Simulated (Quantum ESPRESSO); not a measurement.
# CuF2: which magnetic order is lowest, part 2 of 2

Wanted: the moments of CuF2 and the energy of each order that was tried.

Quantum ESPRESSO 7.5; LDA; plane waves with GBRV 1.5 LDA potentials, no spin-orbit coupling.

So far, absolute magnetization (μB): step 2 (start 1: ferro ++) 1.05.

## 3. Start 2: antiferro +−

The input, pw.in:

```
&CONTROL
  calculation = 'scf'
  prefix = 'pwscf'
  outdir = './tmp'
  pseudo_dir = './pseudo'
  disk_io = 'nowf'
/
&SYSTEM
  ibrav = 0
  celldm(1) = 8
  nat = 6
  ntyp = 3
  ecutwfc = 40
  ecutrho = 280
  nbnd = 44
  occupations = 'smearing'
  smearing = 'fd'
  degauss = 0.00367493
  nspin = 2
  starting_magnetization(1) = 0.0526
  starting_magnetization(2) = -0.0526
  starting_magnetization(3) = 0
/
&ELECTRONS
  conv_thr = 1.2d-08
  electron_maxstep = 150
  mixing_beta = 0.3
/
ATOMIC_SPECIES
Cu1    63.5460 cu_lda_v1.2.uspp.F.UPF
Cu2    63.5460 cu_lda_v1.2.uspp.F.UPF
F      18.9984 f_lda_v1.4.uspp.F.UPF
CELL_PARAMETERS alat
   0.7842363417197    0.0000000000000    0.0000000000000
   0.0000000000000    1.0724195757251    0.0000000000000
  -0.6583022279400    0.0000000000000    1.0768918614287
ATOMIC_POSITIONS crystal
Cu1     0.0000000000    0.0000000000    0.0000000000
Cu2     0.0000000000    0.5000000000    0.5000000000
F       0.2560000000    0.3000000000    0.3000000000
F       0.7440000000    0.8000000000    0.2000000000
F       0.7440000000    0.7000000000    0.7000000000
F       0.2560000000    0.2000000000    0.8000000000
K_POINTS automatic
8 4 4 0 0 0
```

Started as:

```bash
$ OMP_NUM_THREADS=1 mpirun -n 4 pw.x -nk 4 -in pw.in > pw.out
```

The program printed:

```text
[banner, memory and clock lines left out]
Program PWSCF v.7.5 starts

     Message from routine setup:
     using ibrav=0 with symmetry is DISCOURAGED, use correct ibrav instead

     bravais-lattice index     =            0
     lattice parameter (alat)  =       8.0000  a.u.
     unit-cell volume          =     463.7178 (a.u.)^3
     number of atoms/cell      =            6
     number of atomic types    =            3
     number of electrons       =        66.00
     number of Kohn-Sham states=           44
     kinetic-energy cutoff     =      40.0000  Ry
     charge density cutoff     =     280.0000  Ry
     scf convergence threshold =      1.2E-08
     mixing beta               =       0.3000
     number of iterations used =            8  plain     mixing
     Exchange-correlation=  SLA  PZ   NOGX NOGC
                           (   1   1   0   0   0   0   0)

     celldm(1)=   8.000000  celldm(2)=   0.000000  celldm(3)=   0.000000
     celldm(4)=   0.000000  celldm(5)=   0.000000  celldm(6)=   0.000000

     crystal axes: (cart. coord. in units of alat)
               a(1) = (   0.784236   0.000000   0.000000 )
               a(2) = (   0.000000   1.072420   0.000000 )
               a(3) = (  -0.658302   0.000000   1.076892 )

     reciprocal axes: (cart. coord. in units 2 pi/alat)
               b(1) = (  1.275126 -0.000000  0.779482 )
               b(2) = (  0.000000  0.932471 -0.000000 )
               b(3) = (  0.000000  0.000000  0.928598 )

     PseudoPot. # 1 for Cu read from file:
     cu_lda_v1.2.uspp.F.UPF
     Pseudo is Ultrasoft + core correction, Zval = 19.0

     PseudoPot. # 2 for Cu read from file:
     cu_lda_v1.2.uspp.F.UPF
     Pseudo is Ultrasoft + core correction, Zval = 19.0

     PseudoPot. # 3 for F  read from file:
     f_lda_v1.4.uspp.F.UPF
     Pseudo is Ultrasoft, Zval =  7.0

     atomic species   valence    mass     pseudopotential
     Cu1              19.00    63.54600     Cu( 1.00)
     Cu2              19.00    63.54600     Cu( 1.00)
     F                 7.00    18.99840     F ( 1.00)

     Starting magnetic structure
     atomic species   magnetization
     Cu1             0.053
     Cu2            -0.053
     F               0.000

      2 Sym. Ops., with inversion, found

   Cartesian axes

     site n.     atom                  positions (alat units)
         1        Cu1    tau(   1) = (   0.0000000   0.0000000   0.0000000  )
         2        Cu2    tau(   2) = (  -0.3291511   0.5362098   0.5384459  )
         3        F      tau(   3) = (   0.0032738   0.3217259   0.3230676  )
         4        F      tau(   4) = (   0.4518114   0.8579357   0.2153784  )
         5        F      tau(   5) = (   0.1226603   0.7506937   0.7538243  )
         6        F      tau(   6) = (  -0.3258773   0.2144839   0.8615135  )

     number of k points=    68  Fermi-Dirac smearing, width (Ry)=  0.0037
                       cart. coord. in units 2pi/alat
        k(    1) = (   0.0000000   0.0000000   0.0000000), wk =   0.0078125
        k(    2) = (   0.0000000   0.0000000   0.2321496), wk =   0.0156250
        k(    3) = (   0.0000000   0.0000000  -0.4642992), wk =   0.0078125
        k(    4) = (   0.0000000   0.2331177   0.0000000), wk =   0.0156250
        k(    5) = (   0.0000000   0.2331177   0.2321496), wk =   0.0156250
        [... 63 further k-points ...]

     Dense  grid:    36723 G-vectors     FFT dimensions: (  36,  45,  54)

     Smooth grid:    15901 G-vectors     FFT dimensions: (  25,  36,  45)

     Generating pointlists ...
     new r_m :   0.1858 (alat units)  1.4865 (a.u.) for type    1
     new r_m :   0.1858 (alat units)  1.4865 (a.u.) for type    2
     new r_m :   0.1858 (alat units)  1.4865 (a.u.) for type    3

     Initial potential from superposition of free atoms

     starting charge      64.0000, renormalised to      66.0000
     Starting wfcs are   42 randomized atomic wfcs +    2 random wfcs

     Self-consistent Calculation

     iteration #  1     ecut=    40.00 Ry     beta= 0.30
     Davidson diagonalization with overlap
     ethr =  1.00E-02,  avg # of iterations =  5.4

     total energy              =   -1001.15565064 Ry
     estimated scf accuracy    <       0.82550858 Ry

     total magnetization       =     0.00 Bohr mag/cell
     absolute magnetization    =     1.58 Bohr mag/cell

     iteration #  2     ecut=    40.00 Ry     beta= 0.30
     Davidson diagonalization with overlap
     ethr =  1.25E-03,  avg # of iterations =  2.0

     total energy              =   -1001.31386810 Ry
     estimated scf accuracy    <       0.10518004 Ry

     total magnetization       =     0.00 Bohr mag/cell
     absolute magnetization    =     1.22 Bohr mag/cell

     [... further iterations left out ...]

     iteration # 13     ecut=    40.00 Ry     beta= 0.30
     Davidson diagonalization with overlap
     ethr =  2.08E-10,  avg # of iterations =  1.7

     total energy              =   -1001.32302437 Ry
     estimated scf accuracy    <       0.00000001 Ry

     total magnetization       =    -0.00 Bohr mag/cell
     absolute magnetization    =     1.28 Bohr mag/cell

     iteration # 14     ecut=    40.00 Ry     beta= 0.30
     Davidson diagonalization with overlap
     ethr =  1.97E-11,  avg # of iterations =  3.0

     Magnetic moment per site  (integrated on atomic sphere of radius R)
     atom   1 (R=0.186)  charge= 16.2777  magn=  0.4911
     atom   2 (R=0.186)  charge= 16.2785  magn= -0.4911
     atom   3 (R=0.186)  charge=  6.2808  magn= -0.0026
     atom   4 (R=0.186)  charge=  6.2802  magn=  0.0026
     atom   5 (R=0.186)  charge=  6.2808  magn= -0.0026
     atom   6 (R=0.186)  charge=  6.2802  magn=  0.0026

     End of self-consistent calculation

     Number of k-points >= 100: set verbosity='high' to print the bands.

     the Fermi energy is     5.6160 ev

!    total energy              =   -1001.32302438 Ry
     estimated scf accuracy    <          4.3E-09 Ry
     smearing contrib. (-TS)   =      -0.00112862 Ry
     internal energy E=F+TS    =   -1001.32189575 Ry

     The total energy is F=E-TS. E is the sum of the following terms:
     one-electron contribution =    -791.79507160 Ry
     hartree contribution      =     424.85935923 Ry
     xc contribution           =    -112.77780326 Ry
     ewald contribution        =    -521.60838012 Ry

     total magnetization       =     0.00 Bohr mag/cell
     absolute magnetization    =     1.28 Bohr mag/cell

     convergence has been achieved in  14 iterations
```

The job ended after 56 s (4 MPI ranks of Arm Neoverse V2, shared host; peak memory 0.57 GiB).

Spin moment in the atom's sphere by atom:

| atom | spin moment in the atom's sphere (μB) |
| --- | --- |
| Cu1 | 0.491 |
| Cu2 | -0.491 |
| F3 | -0.003 |
| F4 | 0.003 |
| F5 | -0.003 |
| F6 | 0.003 |

This step gave:

```
smearing term TS       : 0.01536 eV
magnetization          : 0 μB
absolute magnetization : 1.276 μB
final state            : antiferromagnetic
```

## 4. Start 3: no spin polarisation

pw.in, as its differences from that of step 3:

```diff
@@ -11,3 +11,3 @@
   nat = 6
-  ntyp = 3
+  ntyp = 2
   ecutwfc = 40
@@ -18,6 +18,2 @@
   degauss = 0.00367493
-  nspin = 2
-  starting_magnetization(1) = 0.0526
-  starting_magnetization(2) = -0.0526
-  starting_magnetization(3) = 0
 /
@@ -29,4 +25,3 @@
 ATOMIC_SPECIES
-Cu1    63.5460 cu_lda_v1.2.uspp.F.UPF
-Cu2    63.5460 cu_lda_v1.2.uspp.F.UPF
+Cu     63.5460 cu_lda_v1.2.uspp.F.UPF
 F      18.9984 f_lda_v1.4.uspp.F.UPF
@@ -37,4 +32,4 @@
 ATOMIC_POSITIONS crystal
-Cu1     0.0000000000    0.0000000000    0.0000000000
-Cu2     0.0000000000    0.5000000000    0.5000000000
+Cu      0.0000000000    0.0000000000    0.0000000000
+Cu      0.0000000000    0.5000000000    0.5000000000
 F       0.2560000000    0.3000000000    0.3000000000
```

The program printed:

```text
     [... lines left out ...]
Program PWSCF v.7.5 starts
     [... lines left out ...]
     number of atoms/cell      =            6
     [... lines left out ...]
     number of electrons       =        66.00
     number of Kohn-Sham states=           44
     kinetic-energy cutoff     =      40.0000  Ry
     charge density cutoff     =     280.0000  Ry
     scf convergence threshold =      1.2E-08
     [... lines left out ...]
      4 Sym. Ops., with inversion, found ( 2 have fractional translation)
     [... lines left out ...]
     number of k points=    54  Fermi-Dirac smearing, width (Ry)=  0.0037
     [... lines left out ...]
     iteration # 10     ecut=    40.00 Ry     beta= 0.30
     [... lines left out ...]
     the Fermi energy is     5.6201 ev
!    total energy              =   -1001.31934017 Ry
     estimated scf accuracy    <          2.9E-09 Ry
     smearing contrib. (-TS)   =      -0.00300004 Ry
     [... lines left out ...]
     convergence has been achieved in  10 iterations
```

The job ended after 18 s (4 MPI ranks; peak memory 0.42 GiB; 70 s of CPU time).

This step gave:

| Quantity | Value |
| --- | --- |
| smearing term TS | 0.04082 eV |
| final state | non-magnetic (no spin polarisation) |

## 5. Ranking

An order is kept where moments of 0.15 μB or more survive with the typed signs; meshes match where a doubled cell samples the same k points as the first cell.

Orders:

| start | final state | typed order kept | energy over the lowest (meV a seeded atom) | largest site moment (μB) | net moment (μB a cell of the first run) | mesh matched | CPU time (s) |
| --- | --- | --- | --- | --- | --- | --- | --- |
| ferro ++ | ferromagnetic | yes | 19.6 | 0.3684 | 1.007 | yes | 234.4 |
| antiferro +- | antiferromagnetic | yes | 0 | 0.4911 | 0 | yes | 223.6 |
| no spin polarisation | non-magnetic | - | 25.06 | 0 | 0 | yes | 70.15 |

## 6. Outcome

* lowest state found: antiferromagnetic (from antiferro +-)
* largest site moment: 0.491 μB
* next state with moments: ferromagnetic, 19.6 meV a seeded atom higher
* state without moments: 25.1 meV a seeded atom higher

In words: At this level spin polarisation gains little. The smearing terms TS of the orders run from 7.7 to 16 meV a seeded atom, so the differences would change at a smaller width: an order with a larger TS is lowered more by the smearing. This is the lowest of 3 collinear or spinless starts, no proof of the ground state. No Hubbard term acts here. In such compounds local and semilocal functionals without one often delocalise the d electrons, and can shrink or lose moments and miss the size, sign and order of the couplings. The smearing term is large for its width, so states at the Fermi level are partly filled: at this level the cell is a metal or has a gap of a few widths at most. By charge balance Cu is d9; such ions mostly distort their surroundings (Jahn–Teller), and their compounds are mostly insulators, which a run without U in an unrelaxed cell can miss.

[Logs and program files are shortened in this print: banners, set-up blocks, solver, clock and traceback lines can be left out without a mark of their own.]

[Logs are printed without paths, hosts, clocks, repeated set-up lines and the standing remarks that a program may print on its own settings, such as how far it seeks lower states.]

[Hosts, paths, dates, database ids (printed as entryN), source tags and the programs' standing remarks are cut or masked in the printed files.]

[Where a cell is said to come from a database of computed structures, the database is the Materials Project.]
